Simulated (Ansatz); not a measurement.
# ScBi2S4F, from a guessed structure to a relaxed one, part 2 of 2

This structure for ScBi2S4F is made up. Its elements were placed in a known structure type with a cell scaled to their sizes. What cell does the guess relax to, and how far off was it?

Ansatz 0.2.0; DFT, PBEsol, plane-wave PAW, files of the set soft_1, scalar-relativistic, no spin, cell and ions relaxed at zero pressure; PAW set soft_1 (the session's first sound run).

So far: Set-up; Relaxation of the guess. The relaxed cell has a = 4.486, c = 9.283 Å (conventional setting).

**3. Bands of the relaxed cell**

A second self-consistent run takes a narrower smearing and the mesh shown in its input; the bands follow along the standard path of the relaxed lattice.

This step: DFT, PBEsol, plane-wave PAW, files of the set soft_1, scalar-relativistic, no spin, bands and density of states at the relaxed cell; PAW set soft_1 (Ansatz 0.2.0).

File input.yaml:

```yaml
crystal:
  lattice:
    - [4.485805453, 0.0, 0.0]
    - [0.0, 4.485805453, 0.0]
    - [0.0, 0.0, 9.283261946]
  atoms:
    - { symbol: Bi, position: [0.5, 0.5, 0.3175732301] }
    - { symbol: Bi, position: [0.5, 0.5, 0.6824267699] }
    - { symbol: Sc, position: [0.0, 0.0, 0.0] }
    - { symbol: S, position: [0.0, 0.5, 0.1652086252] }
    - { symbol: S, position: [0.5, 0.0, 0.1652086252] }
    - { symbol: S, position: [0.0, 0.5, 0.8347913748] }
    - { symbol: S, position: [0.5, 0.0, 0.8347913748] }
    - { symbol: F, position: [0.0, 0.0, 0.5] }
kpoints:
  mp_grid: { grid: [8, 8, 4] }
  band_path:
    path:
      - [[0.0, 0.0, 0.0], [0.0, 0.5, 0.0], [0.5, 0.5, 0.0], [0.0, 0.0, 0.0], [0.0, 0.0, 0.5], [0.0, 0.5, 0.5], [0.5, 0.5, 0.5], [0.0, 0.0, 0.5]]
      - [[0.0, 0.5, 0.0], [0.0, 0.5, 0.5]]
      - [[0.5, 0.5, 0.0], [0.5, 0.5, 0.5]]
    npoints: 8
scf:
  occupations: { method: fermi_dirac, width: 0.03 }
  n_extra_bands: 12
hamiltonian:
  xc: pbesol
  pseudopotentials: { kind: paw, azcp: { folder: soft_1 }, xc_functional: pbe }
output:
  forces: true
  stress: true
  write_bands: true
  dos: { projected: true }
  write_density: true
  write_potential: true
  elf: true
  volumetric_format: npy
```

Command:

```console
ansatz run input.yaml --threads 4 --pin off --max-ram 10240MiB --backend cpu --events-out ev --progress --plain --runs-dir out
```

Numbers of over 12 decimals in the logs are rounded to 6 here.

Log:

```text
[...]
Crystal: 8 atoms, lattice volume = 186.802 Å³
Basis set: ecut = 420 eV, 3687 PW (Γ), exchange–correlation on 60×60×128 points (8 copies of the dense FFT grid, shifted against one another)
Bands: 48, of which v1, the nominal top of the filled ones, is band 36 counted from 1 (35 counted from 0)
Symmetry: 16 space group operations
[...]
k-points: 45 of 256
[...]
SCF iter   1: F=—  HF=-30947.639363 eV  |F-HF|=—  |Δ(HF+E_count)|=         —  Δρ=6.26e-2  dr2=1.43e1  ethr=3.10e-3  ⟨swp⟩=6.3  Hψ=9275  notcnv=0  defer=18
[...]
SCF iter  11: F=-30944.266925 eV  HF=-30944.266925 eV  |F-HF|=4.06e-8  |Δ(HF+E_count)|=   6.53e-7  Δρ=5.56e-6  dr2=7.82e-8  ethr=1.39e-10  ⟨swp⟩=17.3  Hψ=18335  notcnv=0
SCF 1 converged in 11 iterations: F = -30944.266925 eV  dr2 = 7.82e-8
[...]
NSCF: frozen V_eff on 75 k-points
SCF converged after 11 iterations
Free energy (F): -30944.266925 eV
[...]
Internal energy: -30944.261024 eV  (E = F + TS)
E sigma→0 (E₀):  -30944.263975 eV
Entropy (-TS):   -0.005901 eV (-0.738 meV/atom)
Fermi energy:    7.182471 eV
[...]
--- Forces (eV/Å), atoms counted from 1 ---
  atom   1  Bi     0.00000000     0.00000000    -0.02173879
  atom   2  Bi     0.00000000     0.00000000     0.02173879
  atom   3  Sc     0.00000000     0.00000000     0.00000000
  atom   4  S      0.00000000     0.00000000     0.02376661
  atom   5  S      0.00000000     0.00000000     0.02376661
  atom   6  S      0.00000000     0.00000000    -0.02376661
  atom   7  S      0.00000000     0.00000000    -0.02376661
  atom   8  F     -0.00000000     0.00000000     0.00000000
  max |Σ_I F_I| component: 5.55e-17 eV/Å
--- Stress (GPa, compression-positive) ---
       -0.012223       0.000000       0.000000
        0.000000      -0.012223       0.000000
        0.000000       0.000000      -0.003009
  P = ⅓ Tr σ = -0.0092 GPa (-0.092 kbar)
--- Band table (eV; the first three rows and the last of 45) ---
  k-point 0: bands = [... 32 lower, 5.9524, 6.1281, 6.1281, 6.4719, 6.5857, 8.6261, 8.7344, 9.1111, ... 8 higher]
  k-point 1: bands = [... 32 lower, 5.7943, 6.1432, 6.1432, 6.4962, 6.5688, 8.3643, 8.7345, 9.1569, ... 8 higher]
  k-point 2: bands = [... 32 lower, 5.7875, 6.1575, 6.1575, 6.5521, 6.5565, 8.1369, 8.7345, 9.1819, ... 8 higher]
  k-point 44: bands = [... 32 lower, 6.1169, 6.8371, 7.1098, 7.6586, 8.8804, 8.9659, 9.4175, 9.4175, ... 8 higher]
```

Wall time 10 s (4 threads of Arm Neoverse V2, shared host); peak memory 0.8 GiB; 40 s of CPU time.

This step gave:

```yaml
free_energy: -30944.2669 eV
energy_at_zero_smearing: -30944.2640 eV
smearing_term_ts: 0.005901 eV
fermi_energy: 7.182 eV
pressure: -0.009152 GPa
```

From bands.tsv, the bands that come nearest the Fermi level along the path, at its corners, in eV from the Fermi level:

```tsv
point	band 33	band 34	band 35	band 36	band 37	band 38	band 39	band 40
Γ	-1.23	-1.05	-1.05	-0.71	-0.60	1.44	1.55	1.93
X	-1.66	-1.64	-1.33	-0.69	1.03	1.06	1.72	1.96
M	-1.07	-0.35	-0.07	0.36	0.48	1.75	2.12	2.12
Γ	-1.23	-1.05	-1.05	-0.71	-0.60	1.44	1.55	1.93
Z	-1.40	-1.02	-1.02	-0.63	-0.63	0.95	1.55	2.00
R	-1.67	-1.65	-1.58	-1.44	1.31	1.61	2.22	2.25
A	-1.07	-0.35	-0.07	0.48	1.70	1.78	2.24	2.24
Z	-1.40	-1.02	-1.02	-0.63	-0.63	0.95	1.55	2.00
X	-1.66	-1.64	-1.33	-0.69	1.03	1.06	1.72	1.96
R	-1.67	-1.65	-1.58	-1.44	1.31	1.61	2.22	2.25
M	-1.07	-0.35	-0.07	0.36	0.48	1.75	2.12	2.12
A	-1.07	-0.35	-0.07	0.48	1.70	1.78	2.24	2.24
```

Counts of states for the cell as run, both spins, by energy window (eV from the Fermi level): Near the top, bands beyond those computed are missing, so counts there can be too low.

```csv
from,to,total
-8,-7,0.00
-7,-6,0.00
-6,-5,1.72
-5,-4,5.83
-4,-3,4.76
-3,-2,4.92
-2,-1,10.31
-1,0,2.49
0,1,1.35
1,2,4.16
2,3,6.91
3,4,6.32
4,5,3.14
```

A further 42.0 states lie below the table's range.

Electrostatic potential energy in the ac plane at fractional y = 0.000, with atoms of Sc and S and F within 0.2 Å of it. With pseudopotentials it is smooth inside the atoms' cores, unlike the true potential.

Ten even steps from '0' (-37 eV) to '9' (14 eV), each cell a mean:
```
00378888888510
23688765788753
77887400158877
88986112037888
99987201048999
99998633478999
99999888899999
99999999999999
99999999999999
99999999999999
35999999999984
02799999999950
13899999999962
68999999999997
99999999999999
99999999999999
99999998999999
99999866789999
99997410268999
99986112037999
88887201048888
45788632478865
01478888888630
00268999988510
```
Columns run along a (4.5 Å; values clipped at the 3rd and 97th percentile), rows up along c (9.3 Å). Atoms in or near the plane, at fractional coordinates: Sc at (0.00, 0.00), S at (0.50, 0.17), S at (0.50, 0.83), F at (0.00, 0.50).

ELF in the ac plane at fractional y = 0.000, with atoms of Sc and S and F within 0.2 Å of it. It is the smooth field of the valence electrons, not physical close to the nuclei.

Values, 24 rows by 14 columns, each cell a mean:
```
0.35 0.61 0.61 0.17 0.23 0.41 0.44 0.44 0.44 0.35 0.16 0.33 0.67 0.52
0.59 0.53 0.29 0.29 0.68 0.85 0.84 0.83 0.85 0.81 0.55 0.20 0.40 0.57
0.10 0.08 0.17 0.64 0.88 0.89 0.64 0.50 0.77 0.91 0.84 0.42 0.11 0.09
0.02 0.06 0.32 0.76 0.88 0.75 0.17 0.04 0.40 0.85 0.86 0.60 0.18 0.03
0.02 0.07 0.28 0.67 0.82 0.75 0.33 0.20 0.51 0.81 0.79 0.52 0.17 0.04
0.02 0.04 0.15 0.47 0.71 0.80 0.79 0.77 0.80 0.78 0.64 0.33 0.09 0.02
0.01 0.02 0.05 0.22 0.46 0.66 0.76 0.77 0.73 0.60 0.37 0.12 0.03 0.01
0.03 0.02 0.02 0.05 0.15 0.32 0.44 0.47 0.40 0.25 0.10 0.03 0.02 0.03
0.29 0.22 0.10 0.03 0.03 0.07 0.12 0.13 0.10 0.05 0.02 0.05 0.14 0.25
0.68 0.61 0.43 0.16 0.04 0.02 0.02 0.03 0.02 0.02 0.07 0.27 0.51 0.64
0.78 0.78 0.69 0.40 0.14 0.03 0.01 0.01 0.01 0.05 0.21 0.54 0.74 0.79
0.58 0.75 0.77 0.52 0.22 0.04 0.01 0.01 0.02 0.09 0.32 0.65 0.78 0.69
0.69 0.78 0.74 0.48 0.19 0.04 0.01 0.01 0.02 0.07 0.28 0.62 0.78 0.75
0.77 0.73 0.58 0.28 0.08 0.02 0.01 0.01 0.01 0.03 0.13 0.42 0.65 0.76
0.49 0.41 0.24 0.07 0.03 0.03 0.05 0.06 0.04 0.02 0.03 0.13 0.31 0.46
0.11 0.08 0.03 0.02 0.07 0.16 0.25 0.28 0.22 0.12 0.04 0.02 0.05 0.09
0.01 0.01 0.03 0.11 0.30 0.51 0.63 0.65 0.59 0.43 0.22 0.06 0.02 0.01
0.01 0.02 0.09 0.35 0.61 0.76 0.81 0.82 0.80 0.71 0.53 0.22 0.06 0.02
0.02 0.05 0.22 0.58 0.77 0.79 0.61 0.52 0.70 0.81 0.73 0.43 0.13 0.03
0.02 0.07 0.32 0.73 0.85 0.72 0.15 0.03 0.37 0.82 0.83 0.58 0.19 0.04
0.03 0.05 0.25 0.73 0.90 0.84 0.36 0.18 0.58 0.89 0.87 0.54 0.14 0.03
0.34 0.27 0.16 0.46 0.82 0.90 0.82 0.78 0.86 0.89 0.74 0.27 0.19 0.31
0.58 0.67 0.48 0.19 0.44 0.68 0.70 0.70 0.70 0.62 0.32 0.24 0.60 0.65
0.11 0.50 0.65 0.19 0.12 0.20 0.21 0.21 0.21 0.17 0.10 0.38 0.66 0.33
```
Columns run along a (4.5 Å), rows up along c (9.3 Å). Atoms in or near the plane, at fractional coordinates: Sc at (0.00, 0.00), S at (0.50, 0.17), S at (0.50, 0.83), F at (0.00, 0.50).

Valence density in the ac plane at fractional y = 0.000, with atoms of Sc and S and F within 0.2 Å of it. It is the smooth field of the valence electrons, not physical close to the nuclei.

Ten steps, logarithmic in the rise over the least value, from '_' (0 e/Å³) to '@' (12 e/Å³), each cell a mean:
```
%%%%++::..::::::::::::--**%%
**++--::::--======--::::==++
::....::--==++==++==--::..::
____..::==++==::====--::..__
____..::--==========--..____
______..::--======--::..____
________..::----::::..______
__________........__________
..__________________________
----..________________..::--
##**--..______________::==##
@@%%++::____________..--**@@
@@##==..____________..::**%%
++==::..______________..--++
::....__________________....
____________________________
________....::::::..________
______..::----==--::..______
______..--==========::..____
____..::==++==--====--....__
......::==++====++==--::....
==--::::--==========--::::--
####==::::::------::::--++##
@@%%**::..............==##%%
```
Columns run along a (4.5 Å), rows up along c (9.3 Å). Atoms in or near the plane, at fractional coordinates: Sc at (0.00, 0.00), S at (0.50, 0.17), S at (0.50, 0.83), F at (0.00, 0.50).

**4. Summary of results**

| Property | Result |
| --- | --- |
| space group, relaxed | P4/mmm |
| conventional cell | a = 4.486, b = 4.486, c = 9.283 Å; α = 90.0°, β = 90.0°, γ = 90.0° |
| volume per atom | 23.35 Å³ (guess 20.35) |

**Reading.** ScBi2S4F relaxes to P4/mmm with a = 4.486, b = 4.486 and c = 9.283 Å. The guessed volume was 13 % too small. The space group P4/mmm was held in the relaxation, so the end point is a stationary structure within it and may be a saddle against distortions or other arrangements. Bands cross the Fermi level, so it is a metal or semimetal at this level. On the 8×8×4 mesh with the narrower smearing (relaxed on 7×7×3) the largest force component is 0.024 eV/Å and the largest stress component is 0.012 GPa, against the relaxation's thresholds of 0.015 eV/Å and 0.05 GPa. The cutoff wasn't tested. A vector of the cell changed its length by 10 %, more than the volume shows. Spin-orbit coupling is left out, which can matter for elements this heavy. No dispersion term is used, so weakly bound directions may come out too long. Nothing here tests whether the compound is stable against decomposition.

[Logs are printed without paths, hosts, clocks, repeated set-up lines and the standing remarks that a program may print on its own settings, such as how far it seeks lower states.]

[Hosts, paths, dates, database ids (printed as entryN), source tags and the programs' standing remarks are cut or masked in the printed files.]
